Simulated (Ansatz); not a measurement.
# LuPd (Pm-3m): phonons along a line and the smearing, part 2 of 2

Does LuPd (Pm-3m) have a Kohn anomaly or a soft branch that a wide smearing hides?

Ansatz 0.2.0; DFT PBEsol, scalar-relativistic, plane waves, PAW; PAW set soft_1.

So far. Step 2 (Relaxing cell and atoms): The largest force is now zero by symmetry and the largest stress component 0.0026 GPa, small enough for phonons. Step 4 (Phonons along a line: Fermi–Dirac smearing of 0.25 eV): Against step 3 (now smearing width 0.25 eV), the free energy moves by -48.3 meV an atom. The relaxed cell has a = 3.392 Å (conventional setting).

### Step 5. Phonons along a line: Fermi–Dirac smearing of 0.04 eV

Each wavevector is solved by itself, so no interpolation smooths a dip of the branch.

File input.yaml:

```yaml
crystal:
  lattice:
    - [3.3919594764, 0.0, 0.0]
    - [0.0, 3.3919594764, 0.0]
    - [0.0, 0.0, 3.3919594764]
  atoms:
    - { symbol: Lu, position: [0.0, 0.0, 0.0] }
    - { symbol: Pd, position: [0.5, 0.5, 0.5] }
kpoints:
  mp_grid: { grid: [16, 16, 16] }
hamiltonian:
  xc: pbesol
  pseudopotentials: { kind: paw, azcp: { folder: soft_1 }, xc_functional: pbe }
scf:
  occupations: { method: fermi_dirac, width: 0.04 }
output:
  eigenvalues: true
phonons:
  method: dfpt
  qpoints:
    - [0, 0, 0]
    - [0.0, 0.0625, 0.0]
    - [0.0, 0.1875, 0.0]
    - [0.0, 0.3125, 0.0]
    - [0.0, 0.4375, 0.0]
```

Narrower smearing comes nearer the zero-temperature value but asks more of the mesh.

Command:

```console
ansatz run input.yaml --threads 4 --pin off --max-ram 12288MiB --backend cpu --events-out ev --progress --plain --runs-dir out
```

Numbers of over 12 decimals in the logs are rounded to 6 here.

What it wrote:

```text
[...]
Crystal: 2 atoms, lattice volume = 39.026 Å³
Basis set: ecut = 420 eV, 751 PW (Γ), exchange–correlation on 48×48×48 points (8 copies of the dense FFT grid, shifted against one another)
Bands: 26, of which v1, the nominal top of the filled ones, is band 22 counted from 1 (21 counted from 0)
Symmetry: 48 space group operations
k-points: 165 of 4096
[...]
SCF iter   1: F=—  HF=-21539.404719 eV  |F-HF|=—  |Δ(HF+E_count)|=         —  Δρ=5.28e-1  dr2=1.92e2  ethr=3.10e-3  ⟨swp⟩=6.3  Hψ=19744  notcnv=0
[...]
SCF iter  14: F=-21520.619572 eV  HF=-21520.619572 eV  |F-HF|=7.28e-12  |Δ(HF+E_count)|=  1.60e-10  Δρ=1.67e-7  dr2=7.38e-12  ethr=1.00e-12  ⟨swp⟩=9.2  Hψ=39041  notcnv=0
SCF 1 converged in 14 iterations: F = -21520.619572 eV  dr2 = 7.38e-12
[...]
SCF converged after 14 iterations
Free energy (F): -21520.619572 eV
[...]
Internal energy: -21520.612878 eV  (E = F + TS)
E sigma→0 (E₀):  -21520.616225 eV
Entropy (-TS):   -0.006694 eV (-3.347 meV/atom)
Fermi energy:    18.158019 eV
[...]
--- Band table (eV; the first three rows and the last of 165) ---
  k-point 0: bands = [... 18 lower, 15.2051, 15.2051, 15.2051, 19.8436, 19.8436, 24.0972, 24.0972, 24.0972]
  k-point 1: bands = [... 18 lower, 15.2000, 15.2000, 15.2178, 19.7982, 19.8511, 23.6461, 23.6461, 24.0716]
  k-point 2: bands = [... 18 lower, 15.1860, 15.1860, 15.2540, 19.6671, 19.8449, 22.9112, 22.9112, 23.9990]
  k-point 164: bands = [... 18 lower, 16.0534, 16.0534, 16.8769, 16.8769, 16.8769, 22.6192, 25.3348, 25.3348]
[...]
ASR residual: 1.868e-4 → 0.000e0 eV/Å²; symmetrization residual: 3.034e-8 eV/Å²
  ASR residual per site (eV/Å²): 1.87e-4 1.09e-5
  Γ frequencies (cm⁻¹): 0.00 0.00 0.00 114.86 114.86 114.86
[...]
--- Phonons (arbitrary-q DFPT): 5 explicit q-points ---
[...]
```

The job ended after 6.4 min (4 threads of Arm Neoverse V2, shared host; peak memory 3.3 GiB; 25 min of CPU time).

Each wavevector solved by linear response. The frequency by |q| along the line:

| \|q\| along the line (Å⁻¹) | mode 1 = mode 2 (cm⁻¹) | mode 3 (cm⁻¹) | mode 4 (cm⁻¹) | mode 5 (cm⁻¹) | mode 6 (cm⁻¹) |
| --- | --- | --- | --- | --- | --- |
| 0.000 | 0 | 0 | 115 | 115 | 115 |
| 0.116 | 11.8 | 22.1 | 114 | 114 | 115 |
| 0.347 | 34.4 | 61.1 | 110 | 110 | 116 |
| 0.579 | 53.8 | 87.9 | 102 | 102 | 127 |
| 0.810 | 65.7 | 93.8 | 93.8 | 105 | 142 |

Against step 3 (now smearing width 0.04 eV), the free energy moves by +8.1 meV an atom.

### Step 6. Wavevectors along a line: Methfessel–Paxton smearing of 0.2 eV

The smearing blurs the Fermi surface that screens the phonons; a Methfessel–Paxton width blurs it less than a thermal one.

Edit input.yaml of step 5 so:

```diff
@@ -14,3 +14,3 @@
 scf:
-  occupations: { method: fermi_dirac, width: 0.04 }
+  occupations: { method: methfessel_paxton, width: 0.2 }
 output:
```

What it wrote:

```text
[...]
Crystal: 2 atoms, lattice volume = 39.026 Å³
Basis set: ecut = 420 eV, 751 PW (Γ), exchange–correlation on 48×48×48 points (8 copies of the dense FFT grid, shifted against one another)
Bands: 26, of which v1, the nominal top of the filled ones, is band 22 counted from 1 (21 counted from 0)
Symmetry: 48 space group operations
k-points: 165 of 4096
[...]
SCF iter   1: F=—  HF=-21539.398575 eV  |F-HF|=—  |Δ(HF+E_count)|=         —  Δρ=5.28e-1  dr2=1.92e2  ethr=3.10e-3  ⟨swp⟩=6.0  Hψ=19414  notcnv=0
[...]
SCF iter  15: F=-21520.616940 eV  HF=-21520.616940 eV  |F-HF|=7.28e-12  |Δ(HF+E_count)|=  7.28e-12  S|Δr|=    0.00e0  Δρ=5.58e-8  dr2=8.94e-13  ethr=1.00e-12  ⟨swp⟩=7.3  Hψ=25505  notcnv=0
SCF 1 converged in 15 iterations: F = -21520.616940 eV  dr2 = 8.94e-13
[...]
SCF converged after 15 iterations
Stability not checked: this state was not tested for a lower state beside it, because cold or Methfessel-Paxton smearing, or corrected tetrahedra, fill the levels in a way that the test cannot read (fill_not_monotonic; see scf.lower_state_search)
Free energy (F): -21520.616940 eV
[...]
Internal energy: -21520.615496 eV  (E = F + TS)
E sigma→0 (E₀):  -21520.616579 eV
Entropy (-TS):   -0.001444 eV (-0.722 meV/atom)
Fermi energy:    18.161828 eV
[...]
--- Band table (eV; the first three rows and the last of 165) ---
  k-point 0: bands = [... 18 lower, 15.2049, 15.2049, 15.2049, 19.8438, 19.8438, 24.0975, 24.0975, 24.0975]
  k-point 1: bands = [... 18 lower, 15.1998, 15.1998, 15.2176, 19.7984, 19.8513, 23.6463, 23.6463, 24.0719]
  k-point 2: bands = [... 18 lower, 15.1858, 15.1858, 15.2538, 19.6673, 19.8450, 22.9114, 22.9114, 23.9992]
  k-point 164: bands = [... 18 lower, 16.0532, 16.0532, 16.8769, 16.8769, 16.8769, 22.6190, 25.3352, 25.3352]
[...]
ASR residual: 3.008e-5 → 0.000e0 eV/Å²; symmetrization residual: 3.354e-7 eV/Å²
  ASR residual per site (eV/Å²): 6.94e-6 3.01e-5
  Γ frequencies (cm⁻¹): 0.00 0.00 0.00 114.87 114.87 114.87
[...]
--- Phonons (arbitrary-q DFPT): 5 explicit q-points ---
[...]
```

Run time: 6.6 min. Hardware: 4 threads; peak memory 3.3 GiB; 25 min of CPU time.

Each wavevector solved by linear response. The frequency by |q| along the line:

| \|q\| along the line (Å⁻¹) | mode 1 = mode 2 (cm⁻¹) | mode 3 (cm⁻¹) | mode 4 (cm⁻¹) | mode 5 (cm⁻¹) | mode 6 (cm⁻¹) |
| --- | --- | --- | --- | --- | --- |
| 0.000 | 0 | 0 | 115 | 115 | 115 |
| 0.116 | 11.8 | 22.2 | 114 | 114 | 115 |
| 0.347 | 34.4 | 61.1 | 110 | 110 | 116 |
| 0.579 | 53.9 | 88.2 | 102 | 102 | 128 |
| 0.810 | 65.9 | 93.9 | 93.9 | 105 | 142 |

Against step 3 (now occupations Methfessel-Paxton and smearing width 0.2 eV), the free energy moves by +9.5 meV an atom.

### Step 7. The lowest branch at each setting

The lowest frequency by |q| along the line:

| \|q\| along the line (Å⁻¹) | fermi dirac 0.1 eV, k 16x16x16 (cm⁻¹) | fermi dirac 0.25 eV, k 16x16x16 (cm⁻¹) | fermi dirac 0.04 eV, k 16x16x16 (cm⁻¹) | methfessel paxton 0.2 eV, k 16x16x16 (cm⁻¹) |
| --- | --- | --- | --- | --- |
| 0.000 | 0 | 0 | 0 | 0 |
| 0.116 | 11.8 | 11.7 | 11.8 | 11.8 |
| 0.347 | 34.3 | 34.1 | 34.4 | 34.4 |
| 0.579 | 53.7 | 53.3 | 53.8 | 53.9 |
| 0.810 | 66 | 66.4 | 65.7 | 65.9 |

### Step 8. Results

* phonon run of the rows without a label of their own: PBEsol, k 16×16×16
* lowest branch at the last solved point, Fermi–Dirac 0.1 eV: 66 cm⁻¹ at |q| = 0.810 Å⁻¹
* lowest branch at the last solved point, Fermi–Dirac 0.25 eV: 66.4 cm⁻¹ at |q| = 0.810 Å⁻¹
* lowest branch at the last solved point, Fermi–Dirac 0.04 eV: 65.7 cm⁻¹ at |q| = 0.810 Å⁻¹
* lowest branch at the last solved point, Methfessel–Paxton 0.2 eV: 65.9 cm⁻¹ at |q| = 0.810 Å⁻¹

What this shows: No branch softens by more than 4 % of the top frequency as the smearing narrows, so no anomaly that hangs on the smearing shows at these points. The line holds 5 wavevectors, so a narrow dip between them would be missed. Between Fermi–Dirac 0.25 eV and Fermi–Dirac 0.04 eV the largest change, with modes counted by rank of frequency, is in mode 5 at |q| = 0.810 Å⁻¹, from 102 to 105 cm⁻¹. Where branches cross, a count by rank can hide a softening. At the narrowest width the k mesh may not resolve the Fermi surface, so part of the change can be mesh noise. The PAW files were made for PBE; under other functionals the run regenerates their frozen core.

[Logs are printed without paths, hosts, clocks, repeated set-up lines and the standing remarks that a program may print on its own settings, such as how far it seeks lower states.]

[Hosts, paths, dates, database ids (printed as entryN), source tags and the programs' standing remarks are cut or masked in the printed files.]
